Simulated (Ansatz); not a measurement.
# N on Ta(110): change of the work function, part 2 of 4

Wanted: Δφ(θ) for N/Ta(110), starting from the hollow site.

Ansatz 0.2.0; plane-wave DFT, PBE, Ansatz PAW (set soft_1); PAW set soft_1.

So far, work function, upper face (eV): step 2 (the clean slab) 4.76.

## Step 3: Adsorbate added, k-mesh 4×4×1, coverage 0.111 ML

System of this step: Ta36N (N/Ta(110)). The cell holds 37 atoms: 36 Ta and 1 N. Cell: a = 8.600 Å, b = 8.600 Å, c = 26.838 Å, α = 90.0°, β = 90.0°, γ = 70.5°. Vacuum lies along c.

The clean slab as it ended is repeated in the plane and the adsorbate is set on one face; the cell's size fixes the coverage, and the k-mesh shrinks with it to keep the sampling density about even. Adsorbate and upper layers relax, since the dipole depends on the height.

input.yaml

```yaml
crystal:
  lattice:
    - [7.0215703371, -4.965, 0.0]
    - [7.0215703371, 4.965, 0.0]
    - [0.0, 0.0, 26.837982771]
  atoms:
    - { symbol: Ta, position: [0.0, 0.0, 0.335345621] }
    - { symbol: Ta, position: [0.1666666667, 0.1666666667, 0.4225549865] }
    - { symbol: Ta, position: [0.0, 0.0, 0.5098653749] }
    - { symbol: Ta, position: [0.1666666667, 0.1666666667, 0.5936754518] }
    - { symbol: Ta, position: [0.0, 0.3333333333, 0.335345621] }
    - { symbol: Ta, position: [0.1666666667, 0.5, 0.4225549865] }
    - { symbol: Ta, position: [0.0, 0.3333333333, 0.5098653749] }
    - { symbol: Ta, position: [0.1666666667, 0.5, 0.5936754518] }
    - { symbol: Ta, position: [0.0, 0.6666666667, 0.335345621] }
    - { symbol: Ta, position: [0.1666666667, 0.8333333333, 0.4225549865] }
    - { symbol: Ta, position: [0.0, 0.6666666667, 0.5098653749] }
    - { symbol: Ta, position: [0.1666666667, 0.8333333333, 0.5936754518] }
    - { symbol: Ta, position: [0.3333333333, 0.0, 0.335345621] }
    - { symbol: Ta, position: [0.5, 0.1666666667, 0.4225549865] }
    - { symbol: Ta, position: [0.3333333333, 0.0, 0.5098653749] }
    - { symbol: Ta, position: [0.5, 0.1666666667, 0.5936754518] }
    - { symbol: Ta, position: [0.3333333333, 0.3333333333, 0.335345621] }
    - { symbol: Ta, position: [0.5, 0.5, 0.4225549865] }
    - { symbol: Ta, position: [0.3333333333, 0.3333333333, 0.5098653749] }
    - { symbol: Ta, position: [0.5, 0.5, 0.5936754518] }
    - { symbol: Ta, position: [0.3333333333, 0.6666666667, 0.335345621] }
    - { symbol: Ta, position: [0.5, 0.8333333333, 0.4225549865] }
    - { symbol: Ta, position: [0.3333333333, 0.6666666667, 0.5098653749] }
    - { symbol: Ta, position: [0.5, 0.8333333333, 0.5936754518] }
    - { symbol: Ta, position: [0.6666666667, 0.0, 0.335345621] }
    - { symbol: Ta, position: [0.8333333333, 0.1666666667, 0.4225549865] }
    - { symbol: Ta, position: [0.6666666667, 0.0, 0.5098653749] }
    - { symbol: Ta, position: [0.8333333333, 0.1666666667, 0.5936754518] }
    - { symbol: Ta, position: [0.6666666667, 0.3333333333, 0.335345621] }
    - { symbol: Ta, position: [0.8333333333, 0.5, 0.4225549865] }
    - { symbol: Ta, position: [0.6666666667, 0.3333333333, 0.5098653749] }
    - { symbol: Ta, position: [0.8333333333, 0.5, 0.5936754518] }
    - { symbol: Ta, position: [0.6666666667, 0.6666666667, 0.335345621] }
    - { symbol: Ta, position: [0.8333333333, 0.8333333333, 0.4225549865] }
    - { symbol: Ta, position: [0.6666666667, 0.6666666667, 0.5098653749] }
    - { symbol: Ta, position: [0.8333333333, 0.8333333333, 0.5936754518] }
    - { symbol: "N", position: [0.28, 0.28, 0.664654379] }
kpoints:
  mp_grid: { grid: [4, 4, 1] }
hamiltonian:
  xc: pbe
  pseudopotentials: { kind: paw, azcp: { folder: soft_1 } }
scf:
  occupations: { method: fermi_dirac, width: 0.1 }
  convergence: { dr2_threshold: 1.0e-08 }
efield:
  axis: 3
  dipole_correction: true
  ramp_position: 0.97
  ramp_width: 0.06
relax:
  f_tol: 0.02
  max_steps: 60
  constraints:
    - { sites: [0, 1, 4, 5, 8, 9, 12, 13, 16, 17, 20, 21, 24, 25, 28, 29, 32, 33] }
output:
  write_potential: true
  write_density: true
  volumetric_format: npy
```

Started as:

```
$ ansatz run input.yaml --threads 4 --pin off --max-ram 16384MiB --backend cpu --events-out ev --progress --plain --runs-dir out
```

Numbers of over 12 decimals in the logs are rounded to 6 here.

The log of the run:

```text
[...]
Crystal: 37 atoms, lattice volume = 1871.257 Å³
Basis set: ecut = 420 eV, 36631 PW (Γ), exchange–correlation on 120×120×360 points (8 copies of the dense FFT grid, shifted against one another)
Bands: 284, of which v1, the nominal top of the filled ones, is band 237 counted from 1 (236 counted from 0)
Symmetry: 2 space group operations
[...]
k-points: 7 of 16 (time reversal used)
[...]
SCF iter   1: F=—  HF=-357984.363103 eV  |F-HF|=—  |Δ(HF+E_count)|=         —  Δρ=4.20e-2  dr2=3.69e2  ethr=3.10e-3  p=-0.000 e·Å  D=-1.51e-8 V/Å  ΔV_dip=0.00 eV  dr2_dipole=1.10e1  V_vac-E_F(+/−)=7.41/7.41 eV  ⟨swp⟩=12.0  Hψ=10722  notcnv=0
[...]
SCF iter  12: F=-357959.076037 eV  HF=-357959.076037 eV  |F-HF|=1.59e-8  |Δ(HF+E_count)|=   4.05e-8  Δρ=2.48e-7  dr2=1.30e-9  ethr=2.11e-12  p=-0.196 e·Å  D=-1.89e-2 V/Å  ΔV_dip=0.51 eV  dr2_dipole=1.93e-10  V_vac-E_F(+/−)=5.31/4.80 eV  ⟨swp⟩=10.0  Hψ=13380  notcnv=0
SCF 1 converged in 12 iterations: F = -357959.076037 eV  dr2 = 1.30e-9
[...]
relax step   1: F+E_penalty+E_count = -357959.07603692 eV  Δ(F+E_penalty+E_count) = +0.000e0 eV  max|allowed force component| = 5.356e0 eV/Å  Δτ_max = 0.0000 Å  (12 SCF iters, accepted)
[...]
SCF iter   9: F=-357960.658882 eV  HF=-357960.658881 eV  |F-HF|=4.42e-8  |Δ(HF+E_count)|=   1.70e-7  Δρ=5.20e-7  dr2=8.79e-9  ethr=2.11e-12  p=-0.125 e·Å  D=-1.21e-2 V/Å  ΔV_dip=0.32 eV  dr2_dipole=3.44e-10  V_vac-E_F(+/−)=5.12/4.79 eV  ⟨swp⟩=9.0  Hψ=15820  notcnv=0
SCF 2 converged in 9 iterations: F = -357960.658882 eV  dr2 = 8.79e-9
[...]
relax step   2: F+E_penalty+E_count = -357960.65888152 eV  Δ(F+E_penalty+E_count) = -1.583e0 eV  max|allowed force component| = 5.209e0 eV/Å  Δτ_max = 0.1950 Å  (9 SCF iters, accepted)
SCF iter   1: F=—  HF=-357961.993363 eV  |F-HF|=—  |Δ(HF+E_count)|=         —  Δρ=4.93e-3  dr2=6.62e-1  ethr=2.04e-3  p=-0.125 e·Å  D=-1.21e-2 V/Å  ΔV_dip=0.32 eV  dr2_dipole=3.00e-2  V_vac-E_F(+/−)=5.11/4.79 eV  ⟨swp⟩=5.4  Hψ=3702  notcnv=0  defer=3
[...]
SCF iter   9: F=-357961.867757 eV  HF=-357961.867757 eV  |F-HF|=1.72e-8  |Δ(HF+E_count)|=   8.38e-8  Δρ=3.56e-7  dr2=7.08e-9  ethr=2.11e-12  p=-0.042 e·Å  D=-4.04e-3 V/Å  ΔV_dip=0.11 eV  dr2_dipole=8.86e-10  V_vac-E_F(+/−)=4.90/4.79 eV  ⟨swp⟩=11.0  Hψ=15129  notcnv=0
SCF 3 converged in 9 iterations: F = -357961.867757 eV  dr2 = 7.08e-9
[...]
relax step   3: F+E_penalty+E_count = -357961.86775747 eV  Δ(F+E_penalty+E_count) = -1.209e0 eV  max|allowed force component| = 3.566e0 eV/Å  Δτ_max = 0.1950 Å  (9 SCF iters, accepted)
[...]
relax step   4: F+E_penalty+E_count = -357962.47808335 eV  Δ(F+E_penalty+E_count) = -6.103e-1 eV  max|allowed force component| = 1.273e0 eV/Å  Δτ_max = 0.1949 Å  (9 SCF iters, accepted)
[...]
relax step   5: F+E_penalty+E_count = -357962.75105856 eV  Δ(F+E_penalty+E_count) = -2.730e-1 eV  max|allowed force component| = 3.322e-1 eV/Å  Δτ_max = 0.1947 Å  (9 SCF iters, accepted)
[...]
relax step   6: F+E_penalty+E_count = -357962.77595059 eV  Δ(F+E_penalty+E_count) = -2.489e-2 eV  max|allowed force component| = 2.224e-1 eV/Å  Δτ_max = 0.1459 Å  (10 SCF iters, accepted)
[...]
relax step   7: F+E_penalty+E_count = -357962.78716173 eV  Δ(F+E_penalty+E_count) = -1.121e-2 eV  max|allowed force component| = 8.427e-2 eV/Å  Δτ_max = 0.0537 Å  (9 SCF iters, accepted)
SCF iter   1: F=—  HF=-357962.792549 eV  |F-HF|=—  |Δ(HF+E_count)|=         —  Δρ=5.67e-4  dr2=1.10e-2  ethr=2.02e-5  p=0.040 e·Å  D=3.88e-3 V/Å  ΔV_dip=-0.10 eV  dr2_dipole=1.22e-4  V_vac-E_F(+/−)=4.68/4.79 eV  ⟨swp⟩=2.0  Hψ=3280  notcnv=0  defer=3
[...]
SCF iter   8: F=-357962.790344 eV  HF=-357962.790344 eV  |F-HF|=6.75e-9  |Δ(HF+E_count)|=   3.92e-8  Δρ=1.90e-7  dr2=1.25e-9  ethr=2.11e-12  p=0.040 e·Å  D=3.89e-3 V/Å  ΔV_dip=-0.10 eV  dr2_dipole=3.65e-12  V_vac-E_F(+/−)=4.68/4.79 eV  ⟨swp⟩=10.0  Hψ=13354  notcnv=0
SCF 8 converged in 8 iterations: F = -357962.790344 eV  dr2 = 1.25e-9
relax step   8: F+E_penalty+E_count = -357962.79034401 eV  Δ(F+E_penalty+E_count) = -3.182e-3 eV  max|allowed force component| = 1.409e-2 eV/Å  Δτ_max = 0.0169 Å  (8 SCF iters, accepted)
NSCF: frozen V_eff on 7 k-points
[...]
SCF converged after 8 iterations
Free energy (F): -357962.790344 eV
[...]
Internal energy: -357961.164497 eV  (E = F + TS)
E sigma→0 (E₀):  -357961.977421 eV
Entropy (-TS):   -1.625847 eV (-43.942 meV/atom)
Fermi energy:    3.544078 eV
Dipole field:    D = 0.003889 V/Å  (p = 0.040221 e·Å, saw-weighted, corrected)
Work function:   Φ+ = 4.6831 eV   Φ− = 4.7875 eV
[...]
--- Forces (eV/Å), atoms counted from 1 ---
  atom   1  Ta     0.02772253     0.00000000     0.42286100
  atom   2  Ta    -0.04304494     0.00000000    -0.27215504
  atom   3  Ta    -0.00891278     0.00000000     0.00245280
  atom   4  Ta     0.00760106     0.00000000    -0.00017016
  atom   5  Ta    -0.01175264    -0.01641895     0.40624485
  atom   6  Ta    -0.01492604     0.03452181    -0.42338208
  atom   7  Ta     0.00286905     0.00032461     0.00281230
  atom   8  Ta    -0.00011528     0.01391118     0.00027884
  atom   9  Ta     0.00277673    -0.01871458     0.43714044
  atom  10  Ta    -0.02345867    -0.02273149    -0.36683028
  atom  11  Ta    -0.00484436    -0.00422432     0.00817240
  atom  12  Ta    -0.00263135     0.00128947    -0.00247389
  atom  13  Ta    -0.01175264     0.01641895     0.40624485
  atom  14  Ta    -0.01492604    -0.03452181    -0.42338208
  atom  15  Ta     0.00286905    -0.00032461     0.00281230
  atom  16  Ta    -0.00011528    -0.01391118     0.00027884
  atom  17  Ta    -0.00441198     0.00000000     0.37417691
  atom  18  Ta     0.01765776     0.00000000    -0.52527840
  atom  19  Ta     0.01291837     0.00000000     0.01081461
  atom  20  Ta     0.00507928     0.00000000     0.00365902
  atom  21  Ta     0.00216368     0.00689358     0.42744791
  atom  22  Ta     0.07414080     0.03463179    -0.45427367
  atom  23  Ta    -0.00403487    -0.00205423    -0.01409420
  atom  24  Ta    -0.00725866     0.00549914    -0.00391657
  atom  25  Ta     0.00277673     0.01871458     0.43714044
  atom  26  Ta    -0.02345867     0.02273149    -0.36683028
  atom  27  Ta    -0.00484436     0.00422432     0.00817240
  atom  28  Ta    -0.00263135    -0.00128947    -0.00247389
  atom  29  Ta     0.00216368    -0.00689358     0.42744791
  atom  30  Ta     0.07414080    -0.03463179    -0.45427367
  atom  31  Ta    -0.00403487     0.00205423    -0.01409420
  atom  32  Ta    -0.00725866    -0.00549914    -0.00391657
  atom  33  Ta    -0.00900563     0.00000000     0.43795763
  atom  34  Ta    -0.03989177     0.00000000    -0.48511446
  atom  35  Ta    -0.01122757     0.00000000     0.00490820
  atom  36  Ta     0.00859988     0.00000000     0.00398370
  atom  37  N      0.01105331     0.00000000    -0.01234665
  max |Σ_I F_I| component: 5.66e-6 eV/Å
--- Band table (eV; the first three rows and the last of 7) ---
  k-point 0: bands = [... 233 lower, 3.4416, 3.4801, 3.4829, 3.4927, 3.5122, 3.6120, 3.6575, 3.8359, ... 43 higher]
  k-point 1: bands = [... 233 lower, 3.4124, 3.4257, 3.5112, 3.5437, 3.6288, 3.6820, 3.7137, 3.7584, ... 43 higher]
  k-point 2: bands = [... 233 lower, 3.4094, 3.4621, 3.4922, 3.5228, 3.5687, 3.5840, 3.6469, 3.6861, ... 43 higher]
  k-point 6: bands = [... 233 lower, 3.3817, 3.4136, 3.4346, 3.5203, 3.5573, 3.5968, 3.6288, 3.6385, ... 43 higher]
--- Relaxed structure (8 steps of the walk, 8 accepted, 0 SCFs on fresh bases) ---
  F+E_penalty+E_count = -357962.79034401 eV   max|allowed force component| = 1.409e-2 eV/Å
  atoms:
    - { symbol: Ta, position: [0.0, 0.0, 0.335346] }
    - { symbol: Ta, position: [0.1666666667, 0.1666666667, 0.422555] }
    - { symbol: Ta, position: [-0.00106349, -0.00106349, 0.511078] }
    - { symbol: Ta, position: [0.150877, 0.150877, 0.598738] }
    - { symbol: Ta, position: [2.7755575615628914e-17, 0.333333, 0.335346] }
    - { symbol: Ta, position: [0.1666666667, 0.5, 0.422555] }
    - { symbol: Ta, position: [0.000808384, 0.331144, 0.510893] }
    - { symbol: Ta, position: [0.167876, 0.490737, 0.596248] }
    - { symbol: Ta, position: [5.551115123125783e-17, 0.666667, 0.335346] }
    - { symbol: Ta, position: [0.166667, 0.833333, 0.422555] }
    - { symbol: Ta, position: [-0.00180484, 0.667766, 0.509467] }
    - { symbol: Ta, position: [0.166604, 0.821289, 0.595240] }
    - { symbol: Ta, position: [0.333333, 2.7755575615628914e-17, 0.335346] }
    - { symbol: Ta, position: [0.5, 0.1666666667, 0.422555] }
    - { symbol: Ta, position: [0.331144, 0.000808384, 0.510893] }
    - { symbol: Ta, position: [0.490737, 0.167876, 0.596248] }
    - { symbol: Ta, position: [0.3333333333, 0.3333333333, 0.335346] }
    - { symbol: Ta, position: [0.5, 0.5, 0.422555] }
    - { symbol: Ta, position: [0.333083, 0.333083, 0.508415] }
    - { symbol: Ta, position: [0.505183, 0.505183, 0.593246] }
    - { symbol: Ta, position: [0.333333, 0.6666666667, 0.335346] }
    - { symbol: Ta, position: [0.5, 0.833333, 0.422555] }
    - { symbol: Ta, position: [0.332950, 0.665775, 0.509964] }
    - { symbol: Ta, position: [0.500538, 0.831059, 0.593040] }
    - { symbol: Ta, position: [0.666667, 5.551115123125783e-17, 0.335346] }
    - { symbol: Ta, position: [0.833333, 0.166667, 0.422555] }
    - { symbol: Ta, position: [0.667766, -0.00180484, 0.509467] }
    - { symbol: Ta, position: [0.821289, 0.166604, 0.595240] }
    - { symbol: Ta, position: [0.6666666667, 0.333333, 0.335346] }
    - { symbol: Ta, position: [0.833333, 0.5, 0.422555] }
    - { symbol: Ta, position: [0.665775, 0.332950, 0.509964] }
    - { symbol: Ta, position: [0.831059, 0.500538, 0.593040] }
    - { symbol: Ta, position: [0.6666666667, 0.6666666667, 0.335346] }
    - { symbol: Ta, position: [0.8333333333, 0.8333333333, 0.422555] }
    - { symbol: Ta, position: [0.666411, 0.666411, 0.509238] }
    - { symbol: Ta, position: [0.832765, 0.832765, 0.593903] }
    - { symbol: N, position: [0.279403, 0.279403, 0.632664] }
```

Run time: 23 min. Hardware: 4 threads of Arm Neoverse V1, shared host; peak memory 9.4 GiB.

This run has no spin polarisation although its electron count is odd.

Step by step:

```tsv
step	energy less that of the first step (eV)	largest force component (eV/Å)
1	0.0000	5.3556
2	-1.5828	5.2087
3	-2.7917	3.5660
4	-3.4020	1.2725
5	-3.6750	0.3322
6	-3.6999	0.2224
7	-3.7111	0.0843
8	-3.7143	0.0141
```

The run keeps the 2 symmetry operations that it works with, so distortions that break them were not tested.

The atoms that moved most (Å):

```tsv
atom	dx	dy	dz	length
N37	-0.008	0.000	-0.859	0.859
Ta4	-0.222	0.000	0.136	0.260
Ta28	-0.085	0.059	0.042	0.112
Ta12	-0.085	-0.059	0.042	0.112
Ta8	-0.057	-0.052	0.069	0.103
Ta16	-0.057	0.052	0.069	0.103
Ta20	0.073	0.000	-0.012	0.074
Ta19	-0.004	0.000	-0.039	0.039
```

Final coordinates:

```cif
data_structure
_symmetry_space_group_name_H-M 'P 1'
_symmetry_Int_Tables_number 1
_cell_length_a 8.5996
_cell_length_b 8.5996
_cell_length_c 26.8380
_cell_angle_alpha 90.000
_cell_angle_beta 90.000
_cell_angle_gamma 70.529
_cell_volume 1871.26
loop_
_atom_site_label
_atom_site_type_symbol
_atom_site_fract_x
_atom_site_fract_y
_atom_site_fract_z
_atom_site_occupancy
Ta1 Ta 0.00000 0.00000 0.33535 1
Ta2 Ta 0.16667 0.16667 0.42255 1
Ta3 Ta 0.99894 0.99894 0.51108 1
Ta4 Ta 0.15088 0.15088 0.59874 1
Ta5 Ta 0.00000 0.33333 0.33535 1
Ta6 Ta 0.16667 0.50000 0.42255 1
Ta7 Ta 0.00081 0.33114 0.51089 1
Ta8 Ta 0.16788 0.49074 0.59625 1
Ta9 Ta 0.00000 0.66667 0.33535 1
Ta10 Ta 0.16667 0.83333 0.42255 1
Ta11 Ta 0.99820 0.66777 0.50947 1
Ta12 Ta 0.16660 0.82129 0.59524 1
Ta13 Ta 0.33333 0.00000 0.33535 1
Ta14 Ta 0.50000 0.16667 0.42255 1
Ta15 Ta 0.33114 0.00081 0.51089 1
Ta16 Ta 0.49074 0.16788 0.59625 1
Ta17 Ta 0.33333 0.33333 0.33535 1
Ta18 Ta 0.50000 0.50000 0.42255 1
Ta19 Ta 0.33308 0.33308 0.50841 1
Ta20 Ta 0.50518 0.50518 0.59325 1
Ta21 Ta 0.33333 0.66667 0.33535 1
Ta22 Ta 0.50000 0.83333 0.42255 1
Ta23 Ta 0.33295 0.66578 0.50996 1
Ta24 Ta 0.50054 0.83106 0.59304 1
Ta25 Ta 0.66667 0.00000 0.33535 1
Ta26 Ta 0.83333 0.16667 0.42255 1
Ta27 Ta 0.66777 0.99820 0.50947 1
Ta28 Ta 0.82129 0.16660 0.59524 1
Ta29 Ta 0.66667 0.33333 0.33535 1
Ta30 Ta 0.83333 0.50000 0.42255 1
Ta31 Ta 0.66578 0.33295 0.50996 1
Ta32 Ta 0.83106 0.50054 0.59304 1
Ta33 Ta 0.66667 0.66667 0.33535 1
Ta34 Ta 0.83333 0.83333 0.42255 1
Ta35 Ta 0.66641 0.66641 0.50924 1
Ta36 Ta 0.83277 0.83277 0.59390 1
N37 N 0.27940 0.27940 0.63266 1
```

This step gave:

```yaml
energy_at_zero_smearing: -357961.9774 eV
work_function_upper_face: 4.683 eV
work_function_lower_face: 4.788 eV
dipole_along_the_normal: 0.04022 e·Å
step_between_the_vacuum_levels: -0.1044 eV
```

Running mean over 2.341 Å of the planar mean; the ramp of the sawtooth is left out. Table of electron's electrostatic potential energy less the Fermi level by z:

z (Å), electron's electrostatic potential energy less the Fermi level (eV) and a bar from the least value:
```
      3.5        4.8 ##############################
      4.0        4.8 ##############################
      4.5        4.8 ##############################
      5.0        4.8 ##############################
      5.5        4.7 ##############################
      6.0        4.6 ##############################
      6.5        4.2 #############################
      7.0        3.0 ##########################
      7.5       -0.2 ####################
      8.0       -4.9 ###########
      8.5       -8.5 ###
      9.0       -9.7 #
      9.5       -9.7 #
     10.0       -9.6 #
     10.5       -9.6 #
     11.0       -9.6 #
     11.5       -9.6 #
     12.0       -9.6 #
     12.5       -9.5 #
     13.0       -9.6 #
     13.5       -9.6 #
     14.0       -9.8 #
     14.5      -10.1 
     15.0      -10.2 
     15.5      -10.1 
     16.0      -10.0 
     16.5       -8.8 ###
     17.0       -5.0 ##########
     17.5       -0.4 ####################
     18.0        2.7 ##########################
     18.5        4.1 #############################
     19.0        4.5 #############################
     19.5        4.6 ##############################
     20.0        4.7 ##############################
     20.5        4.7 ##############################
     21.0        4.7 ##############################
     21.5        4.7 ##############################
     22.0        4.7 ##############################
     22.5        4.7 ##############################
     23.0        4.7 ##############################
     23.5        4.7 ##############################
```

The relaxation took 8 steps and lowered the energy by 3.7 eV; the largest force on the free atoms ends at 0.014 eV/Å.

The covered face has 4.68 eV, -0.08 eV against the clean one; the bare back face has moved by -0.03 eV, a measure of how thin the slab is.

(Part 2 of 4 ends here.)

[Logs are printed without paths, hosts, clocks, repeated set-up lines and the standing remarks that a program may print on its own settings, such as how far it seeks lower states.]

[Hosts, paths, dates, database ids (printed as entryN), source tags and the programs' standing remarks are cut or masked in the printed files.]

[Maps of the electrostatic potential energy from Ansatz leave out the sawtooth potential of an applied field or a dipole correction, so their vacuum need not be flat; planar profiles and work functions include it.]
